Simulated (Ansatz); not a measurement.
# MgTl (Pm-3m): from the cell to its phonons, part 2 of 2

Task: relax MgTl (Pm-3m), then find its harmonic phonons.

Ansatz 0.2.0; DFT PBEsol, scalar-relativistic, plane waves, PAW; PAW set soft_1.

So far. Step 3 (Tight relaxation): The forces vanish by symmetry and the pressure is -0.001 GPa, within the tolerances set. The cell now holds 23.77 Å³/atom. Step 4 (Modes at Γ): Before it was imposed, the acoustic sum rule was missed by 3.2e-5 eV/Å². Small misses are needed for a sound result but don't prove that mesh and cutoff are converged. The lowest optical mode is real, 149 cm⁻¹. The relaxed cell has a = 3.623 Å (conventional setting).

The database entry behind the starting cell differs from later determinations by our own check (0.1 to 0.3 % short, probably kX units), so it need not match the best structure at ambient conditions.

## 5. Phonons on a q mesh

Stability and thermal properties need the whole zone. Linear response on a 4×4×4 q mesh gives force constants as far as a supercell of that size would.

File input.yaml:

```yaml
crystal:
  lattice:
    - [3.6228222656, 0.0, 0.0]
    - [0.0, 3.6228222656, 0.0]
    - [0.0, 0.0, 3.6228222656]
  atoms:
    - { symbol: Mg, position: [0.0, 0.0, 0.0] }
    - { symbol: Tl, position: [0.5, 0.5, 0.5] }
kpoints:
  mp_grid: { grid: [12, 12, 12] }
hamiltonian:
  xc: pbesol
  pseudopotentials: { kind: paw, azcp: { folder: soft_1 }, xc_functional: pbe }
scf:
  occupations: { method: methfessel_paxton, width: 0.2 }
output:
  eigenvalues: true
phonons:
  method: dfpt
  qmesh: [4, 4, 4]
  temperatures: { t_max: 1000, t_step: 50 }
  qpath:
    path:
      - [[0.0, 0.0, 0.0], [0.0, 0.5, 0.0], [0.5, 0.5, 0.0], [0.0, 0.0, 0.0], [0.5, 0.5, 0.5], [0.0, 0.5, 0.0]]
      - [[0.5, 0.5, 0.5], [0.5, 0.5, 0.0]]
    npoints: 10
```

Launch:

```sh
$ ansatz run input.yaml --threads 4 --pin off --max-ram 10240MiB --backend cpu --events-out ev --progress --plain --runs-dir out
```

Numbers of over 12 decimals in the logs are rounded to 6 here.

Output:

```text
[...]
Crystal: 2 atoms, lattice volume = 47.549 Å³
Basis set: ecut = 420 eV, 925 PW (Γ), exchange–correlation on 50×50×50 points (8 copies of the dense FFT grid, shifted against one another)
Bands: 16, of which v1, the nominal top of the filled ones, is band 12 counted from 1 (11 counted from 0)
Symmetry: 48 space group operations
k-points: 84 of 1728
[...]
SCF iter   1: F=—  HF=-13209.998133 eV  |F-HF|=—  |Δ(HF+E_count)|=         —  Δρ=2.51e-2  dr2=3.53e-1  ethr=3.10e-3  ⟨swp⟩=5.2  Hψ=6540  notcnv=0
[...]
SCF iter   8: F=-13209.890512 eV  HF=-13209.890512 eV  |F-HF|=7.28e-12  |Δ(HF+E_count)|=  1.06e-10  S|Δr|=    0.00e0  Δρ=1.23e-7  dr2=5.66e-12  ethr=1.00e-12  ⟨swp⟩=7.3  Hψ=5891  notcnv=0
SCF 1 converged in 8 iterations: F = -13209.890512 eV  dr2 = 5.66e-12
[...]
phonons: the bands overlap, so this run is a metal and interpolates without the dipole-dipole term. If the crystal is really an insulator or semiconductor, its LO-TO splitting is missing
NSCF: frozen V_eff on 84 k-points
WARN: eigensolver did not converge in 7 slots of this pass, the one above among them; of largest residual over every band (k=53): 1 band(s) unlocked (lowest unlocked band 15, counted from 0; max residual 9.92e-4 eV among the unlocked bands, 9.92e-4 eV over every band); of lowest unlocked band (k=3): band 15
[...]
DFPT response loops at q = (0, 0, 0) (fractional): preconditioner auto → Kerker (q_TF=auto, 2.417 Å⁻¹) (partly filled bands, converged f_vac=0.000); β = 1.00, the filter's whole step (`scf.mixing.beta` (0.50) is not read by the response loops under this deck's `scf.mixing.preconditioner`; to damp them name `kerker` or `kerker_dos`, under which they read `scf.mixing.beta`, and type it under 1.00, their step now; both keys bind the ground state too); Broyden in place of MSR1
[...]
SCF converged after 8 iterations
[...]
Free energy (F): -13209.890512 eV
[...]
Internal energy: -13209.892200 eV  (E = F + TS)
E sigma→0 (E₀):  -13209.890934 eV
Entropy (-TS):   0.001688 eV (0.844 meV/atom)
Fermi energy:    9.399915 eV
[...]
--- Band table (eV; the first three rows and the last of 84) ---
  k-point 0: bands = [... 8 lower, -1.9949, -0.2508, 11.8485, 11.8485, 11.8485, 12.9241, 14.6932, 14.6932]
  k-point 1: bands = [... 8 lower, -1.9939, -0.1689, 10.6874, 11.9418, 11.9418, 13.4333, 14.7291, 15.5301]
  k-point 2: bands = [... 8 lower, -1.9912, 0.0783, 9.0655, 12.2160, 12.2160, 13.7802, 14.8342, 17.3600]
  k-point 83: bands = [... 8 lower, -1.7878, 5.7696, 9.1098, 9.1098, 9.1098, 11.5002, 11.5002, 11.5002]
--- Phonons (Γ-DFPT): 2 representative perturbations + reference (Σ response iterations 6) ---
  ASR residual: 3.850e-5 → 0.000e0 eV/Å²; symmetrization residual: 4.338e-6 eV/Å²
  ASR residual per site (eV/Å²): 2.51e-5 3.85e-5
  Γ frequencies (cm⁻¹): 0.00 0.00 0.00 148.90 148.90 148.90
--- Phonons (arbitrary-q DFPT): 10 irreducible q on the 4×4×4 mesh ---
  q = [0.0000, 0.0000, 0.0000] (star 1, of the zone-centre solve; hermiticity 4.90e-6, symmetrization 5.27e-12): -0.00 -0.00 -0.00 148.90 148.90 148.90
  q = [0.0000, 0.0000, 0.2500] (star 6, 4 solved perturbations in 1848 linear systems a pass and spin channel, the states on 588 of 1728 k-point pairs; hermiticity 2.58e-6, symmetrization 4.89e-12): 26.58 26.58 51.10 140.04 140.04 155.28
[...]
q = [0.0000, 0.2500, -0.5000] (star 12, 6 solved perturbations on 588 of 1728 k-point pairs; hermiticity 2.66e-6, symmetrization 6.62e-14): 44.54 49.90 50.76 135.04 158.86 168.88
[...]
sum rule: each row above includes the acoustic sum rule's correction from the zone centre's row sums; it moved no ω² by more than (0.53 cm⁻¹)²
  mesh force constants: q→R imaginary residual 3.49e-18; ASR residual 3.850e-5 → 0.000e0 eV/Å²; symmetrization residual 2.665e-15 eV/Å²
  interpolated dispersion: 62 rows × 6 modes
  density of states and harmonic sums: on the 20×20×20 q-mesh, interpolated from the force constants of a 4×4×4 supercell (no non-analytic term)
  largest difference from the sums on the solved wave vectors: F 1.65e-2 eV, S 2.05e-5 and C_V 4.01e-6 eV/K
  zero-point energy: 0.036840 eV/cell   skipped modes (ω ≤ 0): 3   left out of the sums: 6.25e-5 of the cell's modes: C_V's classical limit lies that fraction below 3 k_B per atom; for a crystal, a wire or a layer, F and S can be off by more, and a phonons.interpolated_qmesh denser along its periods is the remedy for the sampling
```

Wall time 5.3 min (4 threads of Arm Neoverse V1, shared host); peak memory 1.8 GiB; 21 min of CPU time.

Numbers from this step:

```
sum-rule residual before enforcement                       : 3.85e-5 eV/Å²
lowest frequency on the path                               : 0 cm⁻¹
highest frequency on the path or at a solved wavevector    : 175.3 cm⁻¹
mean frequency                                             : 99.1 cm⁻¹
Debye temperature (second moment)                          : 210 K
logarithmic mean frequency                                 : 81.3 cm⁻¹
lowest mode on the q mesh (acoustic modes at Γ apart)      : 22.63 cm⁻¹
zero-point energy per atom                                 : 18.42 meV
heat capacity at 300 K                                     : 24.34 J/(mol atoms K)
vibrational entropy at 300 K                               : 48.74 J/(mol atoms K)
edges of the widest gap between branches, on path and mesh : 72.9, 129.2 cm⁻¹
```

Frequencies (cm⁻¹) solved at each irreducible wavevector; negative means imaginary. Frequencies by wavevector, by row:

| q in reciprocal lattice units | star | mode 1 | mode 2 | mode 3 | mode 4 | mode 5 | mode 6 |
| --- | --- | --- | --- | --- | --- | --- | --- |
| 0 0 0 | 1 | 0 | 0 | 0 | 148.9 | 148.9 | 148.9 |
| 0 0 0.25 | 6 | 26.6 | 26.6 | 51.1 | 140 | 140 | 155.3 |
| 0 0 -0.5 | 3 | 45.3 | 45.3 | 72.9 | 129.2 | 129.2 | 172 |
| 0 0.25 0.25 | 12 | 22.6 | 40.6 | 60.7 | 138.1 | 143.8 | 161.6 |
| 0 0.25 -0.5 | 12 | 44.5 | 49.9 | 50.8 | 135 | 158.9 | 168.9 |
| 0 -0.5 -0.5 | 3 | 30.8 | 30.8 | 53.1 | 138.8 | 175.3 | 175.3 |
| 0.25 0.25 0.25 | 8 | 40.5 | 40.5 | 54.6 | 153.3 | 153.3 | 157.1 |
| 0.25 0.25 -0.5 | 12 | 40.3 | 49 | 59.9 | 139.4 | 162.2 | 166.2 |
| 0.25 -0.5 -0.5 | 6 | 47.9 | 47.9 | 61.1 | 144.2 | 166 | 166 |
| -0.5 -0.5 -0.5 | 1 | 60.8 | 60.8 | 60.8 | 146.5 | 146.5 | 146.5 |

Interpolated from a 4×4×4 q mesh. Phonon branches along the path, in cm⁻¹:

| point | branch 1 | branch 2 | branch 3 | branch 4 | branch 5 | branch 6 |
| --- | --- | --- | --- | --- | --- | --- |
| Γ | 0 | 0 | 0 | 149 | 149 | 149 |
| halfway | 27 | 27 | 51 | 140 | 140 | 155 |
| X | 45 | 45 | 73 | 129 | 129 | 172 |
| halfway | 44 | 50 | 51 | 135 | 159 | 169 |
| M | 31 | 31 | 53 | 139 | 175 | 175 |
| halfway | 23 | 41 | 61 | 138 | 144 | 162 |
| Γ | 0 | 0 | 0 | 149 | 149 | 149 |
| halfway | 40 | 40 | 55 | 153 | 153 | 157 |
| R | 61 | 61 | 61 | 146 | 146 | 146 |
| halfway | 40 | 49 | 60 | 139 | 162 | 166 |
| X | 45 | 45 | 73 | 129 | 129 | 172 |
| jump to R | 61 | 61 | 61 | 146 | 146 | 146 |
| halfway | 48 | 48 | 61 | 144 | 166 | 166 |
| M | 31 | 31 | 53 | 139 | 175 | 175 |

The phonon branches as a text plot (rows in cm⁻¹):

```
    172 |      ************                            ***    ***
    164 |     *     *      ***           ***       ****     **
    157 |   **            *   *         *   *    **  *     *
    150 |***       *       **  ******************     *   *
    142 |  **     *    *     ****   ***          ****  *   ******
    135 |    **   ***** ******                       ****
    128 |      ***                                      **
    121 |
    113 |
    106 |
     99 |
     91 |
     84 |
     77 |
     69 |      ***                                      **
     62 |    **   *        ***              *********  *  ****
     55 |          ********   *      ****  * *   **  **    ** ***
     47 |   *  ******     ***  *         ****     ***  ***   *
     40 |     *     **   *   *      *   *          ****       *
     33 |  * *        *****   * *      *                       **
     26 |   *              *** *     **
     18 | **                  * ** *
     11 |**                    **   *
      4 |*                       ***
         Γ      X      M          Γ            R        X|R     M
```

Tetrahedra on a 20×20×20 mesh, mean over bins of 2 cm-1. Interpolated from a 4×4×4 q mesh. Phonon density of states against wavenumber; read off at these points:

wavenumber (cm⁻¹), phonon density of states (1/cm⁻¹/cell) and a bar:
```
      1.0      0.000 
      7.0      0.002 
     13.0      0.006 ##
     19.0      0.013 ###
     25.0      0.021 #####
     31.0      0.039 #########
     37.0      0.067 ################
     43.0      0.080 ###################
     49.0      0.125 ##############################
     55.0      0.108 ##########################
     61.0      0.072 #################
     67.0      0.006 ##
     73.0      0.000 
     79.0      0.000 
     85.0      0.000 
     91.0      0.000 
     97.0      0.000 
    103.0      0.000 
    109.0      0.000 
    115.0      0.000 
    121.0      0.000 
    127.0      0.000 
    133.0      0.029 #######
    139.0      0.121 #############################
    145.0      0.078 ###################
    151.0      0.037 #########
    157.0      0.056 ##############
    163.0      0.086 #####################
    167.0      0.118 ############################
    169.0      0.087 #####################
    175.0      0.007 ##
```

Phonopy on the run's constants, 15x15x15 mesh, Gaussian sigma 2.0 cm-1. Interpolated from a 4×4×4 q mesh. Table of partial phonon density of states by wavenumber; read off at these points; values in 1/cm⁻¹/cell:

| wavenumber (cm⁻¹) | Mg | Tl |
| --- | --- | --- |
| -10.0 | 0 | 0 |
| -5.0 | 0 | 1.0e-5 |
| 0.0 | 2.0e-5 | 1.6e-4 |
| 5.0 | 1.2e-4 | 0.00105 |
| 10.0 | 4.0e-4 | 0.00337 |
| 15.0 | 9.0e-4 | 0.00767 |
| 20.0 | 0.00157 | 0.0136 |
| 25.0 | 0.00220 | 0.0192 |
| 30.0 | 0.00358 | 0.0314 |
| 35.0 | 0.00563 | 0.0527 |
| 40.0 | 0.00661 | 0.0740 |
| 45.0 | 0.00579 | 0.0834 |
| 48.0 | 0.00617 | 0.0945 |
| 50.0 | 0.00518 | 0.0889 |
| 55.0 | 0.00328 | 0.0895 |
| 60.0 | 0.00160 | 0.0742 |
| 65.0 | 4.6e-4 | 0.0181 |
| 70.0 | 1.0e-4 | 0.00363 |
| 75.0 | 0 | 2.5e-4 |
| 80.0 | 0 | 0 |
| 85.0 | 0 | 0 |
| 90.0 | 0 | 0 |
| 95.0 | 0 | 0 |
| 100.0 | 0 | 0 |
| 105.0 | 0 | 0 |
| 110.0 | 0 | 0 |
| 115.0 | 0 | 0 |
| 120.0 | 0 | 0 |
| 125.0 | 1.9e-4 | 0 |
| 130.0 | 0.0110 | 1.2e-4 |
| 135.0 | 0.0578 | 0.00125 |
| 140.0 | 0.107 | 0.00334 |
| 145.0 | 0.0709 | 0.00326 |
| 150.0 | 0.0400 | 0.00291 |
| 155.0 | 0.0423 | 0.00374 |
| 160.0 | 0.0641 | 0.00620 |
| 165.0 | 0.0933 | 0.00888 |
| 166.4 | 0.0973 | 0.00912 |
| 170.0 | 0.0626 | 0.00618 |
| 175.0 | 0.0118 | 0.00151 |
| 180.0 | 1.4e-4 | 1.8e-5 |
| 185.0 | 0 | 0 |

Second derivatives of the energy by pair, one row for each kind of neighbour of each atom listed. Each entry sums the pair over the periodic images of the supercell that the q mesh stands for, and in a polar crystal it holds the long-range dipole part too. Force constants by pair, by row:

| atom | neighbour | distance (Å) | third of the trace (eV/Å²) | along the pair's line (eV/Å²) |
| --- | --- | --- | --- | --- |
| Mg1 | itself | 0 | 1.967 | – |
| Mg1 | Tl | 3.137 | -0.2361 | -0.8836 |
| Mg1 | Mg | 3.623 | -0.0421 | -0.1718 |
| Mg1 | Mg | 5.123 | -0.0107 | -0.0293 |
| Mg1 | Tl | 6.008 | 0.0048 | 0.0083 |
| Mg1 | Mg | 6.275 | 0.0125 | 0.0512 |
| Mg1 | Mg | 7.246 | 0.0042 | 5.00e-4 |
| Tl2 | itself | 0 | 2.754 | – |
| Tl2 | Mg | 3.137 | -0.2361 | -0.8836 |
| Tl2 | Tl | 3.623 | -0.1408 | -0.4414 |
| Tl2 | Tl | 5.123 | -0.0233 | -0.0596 |
| Tl2 | Mg | 6.008 | 0.0048 | 0.0083 |
| Tl2 | Tl | 6.275 | 0.0133 | 0.0201 |
| Tl2 | Tl | 7.246 | -0.0326 | -0.0661 |

Harmonic thermodynamic functions per atom, from the density of states. Interpolated from a 4×4×4 q mesh. Thermodynamic functions, by row:

| T (K) | F_vib (meV/atom) | S (J/mol-atom/K) | C_V (J/mol-atom/K) |
| --- | --- | --- | --- |
| 0 | 18.42 | 0 | 0 |
| 50 | 16.03 | 11.47 | 13.86 |
| 100 | 6.81 | 23.52 | 20.48 |
| 200 | -26.32 | 38.99 | 23.64 |
| 300 | -72.1 | 48.74 | 24.34 |
| 400 | -126.4 | 55.78 | 24.6 |
| 500 | -187.2 | 61.29 | 24.72 |
| 600 | -253.1 | 65.8 | 24.79 |
| 700 | -323.4 | 69.62 | 24.83 |
| 800 | -397.3 | 72.94 | 24.86 |
| 900 | -474.4 | 75.87 | 24.87 |
| 1000 | -554.4 | 78.49 | 24.89 |

Harmonic mean-square displacement, third of the trace. Interpolated from a 4×4×4 q mesh. Mean square displacements, by row:

| T (K) | Mg1 U_eq (Å²) | Tl2 U_eq (Å²) |
| --- | --- | --- |
| 0 | 0.00552 | 0.00191 |
| 100 | 0.01155 | 0.00809 |
| 300 | 0.03054 | 0.02374 |
| 600 | 0.06025 | 0.04738 |

Symmetry leaves 10 wavevectors to solve. The lowest mode among them, the acoustic zeros apart, lies at q = (0, 0.25, 0.25) and is real, 22.6 cm⁻¹.

## 6. Isotope substitution, element Mg, natural mass 24.305 amu

An isotope changes the mass and not the force constants, so no new electronic calculation is needed; the shifts show which modes move this element.

The same force constants with the mass of Mg changed from 24.305 to 25.983 u (phonopy, no LO-TO term). Both lists are sorted by frequency; levels can cross, so a row need not hold one and the same mode. Modes under 3 cm⁻¹ are left out. Isotope shifts, by row:

| q | rank | natural mass (cm⁻¹) | changed mass (cm⁻¹) |
| --- | --- | --- | --- |
| 0 0 0 | 4 | 148.9 | 144.5 |
| 0 0 0 | 5 | 148.9 | 144.5 |
| 0 0 0 | 6 | 148.9 | 144.5 |
| 0 0 0.25 | 1 | 26.58 | 26.51 |
| 0 0 0.25 | 2 | 26.58 | 26.51 |
| 0 0 0.25 | 3 | 51.1 | 50.99 |
| 0 0 0.25 | 4 | 140 | 135.8 |
| 0 0 0.25 | 5 | 140 | 135.8 |
| 0 0 0.25 | 6 | 155.3 | 150.5 |
| 0 0 -0.5 | 1 | 45.26 | 45.26 |
| 0 0 -0.5 | 2 | 45.26 | 45.26 |
| 0 0 -0.5 | 3 | 72.92 | 72.92 |
| 0 0 -0.5 | 4 | 129.2 | 125 |
| 0 0 -0.5 | 5 | 129.2 | 125 |
| 0 0 -0.5 | 6 | 172 | 166.3 |
| 0 0.25 0.25 | 1 | 22.63 | 22.54 |
| 0 0.25 0.25 | 2 | 40.59 | 40.51 |
| 0 0.25 0.25 | 3 | 60.69 | 60.68 |
| 0 0.25 0.25 | 4 | 138.1 | 133.8 |
| 0 0.25 0.25 | 5 | 143.8 | 139.1 |
| 0 0.25 0.25 | 6 | 161.6 | 156.9 |

A mode of this element alone would shift by -3.28 %. The highest zone-centre frequency without the field goes from 148.9 to 144.5 cm⁻¹ (-2.9 %). The product of the frequency ratios over all optical modes at Γ is 0.915; the product rule, (m/m′)^(3k/2) (M′/M)^(3/2) with k = 1 such atoms and M the mass of the cell, gives 0.915.

## 7. Another isotope, element Tl, natural mass 204.38 amu

The same for Tl, from 204.38 to 202.97 u.

A mode of this element alone would shift by +0.35 %. The highest zone-centre frequency without the field goes from 148.9 to 148.9 cm⁻¹ (+0.0 %). The product of the frequency ratios over all optical modes at Γ is 1.001; the product rule, (m/m′)^(3k/2) (M′/M)^(3/2) with k = 1 such atoms and M the mass of the cell, gives 1.001.

## 8. What came out

```json
{"space group after relaxation (within 0.01 Å)": "Pm-3m", "volume per atom": "23.8 Å³", "electronic character": "no gap on this mesh", "highest optical mode at the zone centre (no LO-TO term)": "149 cm⁻¹", "lowest optical zone-centre mode": "149 cm⁻¹", "lowest mode on the q mesh (acoustic modes at Γ apart)": "22.6 cm⁻¹", "highest frequency on the path or at a solved wavevector": "175 cm⁻¹", "zero-point energy per atom": "18.4 meV", "heat capacity at 300 K": "24.3 J/(mol atoms K)", "vibrational entropy at 300 K": "48.7 J/(mol atoms K)", "Debye temperature (second moment)": "210 K", "imaginary modes on the 4×4×4 q mesh": "none"}
```

**Reading.** The structure is a minimum as far as tested: no mode is imaginary at the 10 irreducible wavevectors of the 4×4×4 mesh, and the softest away from the acoustic zeros lies at 23 cm⁻¹. The optical modes at Γ form one degenerate level at 149 cm⁻¹. The highest mode in this list at Γ, 148.9 cm⁻¹, is mostly motion of Mg (89 % of the kinetic energy). On the path and the mesh, the widest gap between branches runs from 73 to 129 cm⁻¹. With no gap, or one that is small against the smearing, the frequencies hang on the k mesh and the smearing, most of all near Kohn anomalies. The phonon runs are without spin polarisation, although the cell has an odd electron count. Spin-orbit coupling is left out, which can matter for the heavy elements here. The PAW files were made for PBE and serve the other functionals too. A phonon run warned that its eigensolver left some bands unconverged in a pass. These are harmonic frequencies at zero temperature: anharmonic shifts, linewidths and thermal expansion are left out.

[Logs are printed without paths, hosts, clocks, repeated set-up lines and the standing remarks that a program may print on its own settings, such as how far it seeks lower states.]

[Hosts, paths, dates, database ids (printed as entryN), source tags and the programs' standing remarks are cut or masked in the printed files.]
